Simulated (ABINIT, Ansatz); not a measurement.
# Calculated records

### Quasiparticle gap of H6PbCBr3N (Pm) in ABINIT

Symmetry: Pm, No. 6, monoclinic system. The conventional cell has a = 6.039 Å, b = 6.060 Å, c = 6.128 Å, α = 90.00°, β = 90.07°, γ = 90.00°. H has 1 N at 1.04 Å nearest. Nearest to H lie 1 C at 1.09 Å. Nearest to H lie 1 C at 1.10 Å. Nearest to Pb lie 6 Br at 2.98 to 3.11 Å. C has 3 H at 1.09 to 1.10 Å and 1 N at 1.49 Å nearest. Farther neighbours, and contacts between anions beyond the nearest, are not listed.

```yaml
method: RPA screening on PBEsol, plane waves, norm-conserving pseudopotentials (and 2 further levels or steps)
program: ABINIT 10.8.3
settings: cutoff 37 Ha, PseudoDojo scalar-relativistic 0.4 stringent, norm-conserving, ngkpt (2, 2, 2), nband 553, ecuteps 6.5 Ha, inclvkb 2, shiftk (0, 0, 0), symchi 1, awtr 1, frequency ppm, 2×2×2 k-mesh
cost: 5 runs, 39 min in all on 16 MPI ranks of Intel Xeon 6975P-C (Granite Rapids), shared host
notes: The program’s warnings: nproc spkpt=  >= nkpt= * nsppol=. The cell and positions are those that the Materials Project relaxed with its own functionals (PBE, PBE+U or r2SCAN), kept fixed. Limits: no spin-orbit coupling. The 2×2×2 mesh is coarse for this cell, which bears on the long-range parts of exchange and screening.
pbesol_gap: 2.00 eV, direct
g0w0_gap_on_the_mesh: 3.88 eV
gw_settings: 2×2×2 mesh, 553 bands, screening to 176.9 eV, Godby-Needs plasmon pole
known_limits: short of the basis limit; no spin-orbit coupling; coarse k mesh
```

G0W0 moves the gap on the mesh from 2.00 eV to 3.88 eV (+1.87 eV), with Z of 0.80 and 0.81 at the edges. Local fields lower the RPA ε∞ on this mesh from 7.36 to 6.44; a Γ-centred mesh this coarse tends to raise both, most where the direct gap is narrow, while a short band sum lowers them.

[Long decimals in the printed logs are rounded to 6 places.]

[Logs are printed without paths, hosts, clocks, repeated set-up lines and the standing remarks that a program may print on its own settings, such as how far it seeks lower states.]

[Paths, hosts, dates, memory and timing lines, banners, echoed tables and standing remarks are left out of the program output; an Ansatz launch command may be rebuilt from the run's recorded settings. Measured values are a selection of at most five: reports struck by readers or far from the other reports are left out. None is set beside runs whose start may be inverted or whose files or cutoffs have a known fault.]

[Runs of the session that timed out or met a known fault of the program may be left out.]

[Hosts, paths, dates, database ids (printed as entryN), source tags and the programs' standing remarks are cut or masked in the printed files.]

[G0W0 gaps are taken among the corrected bands and points alone; a level outside them can change the order at an edge.]

[Where Ansatz stands beside ABINIT at settings called matched, ABINIT's density can come from a denser mesh and the files from another edition; pairs whose starting gaps differed by over 0.03 eV were left out, so agreement reads better than it is.]
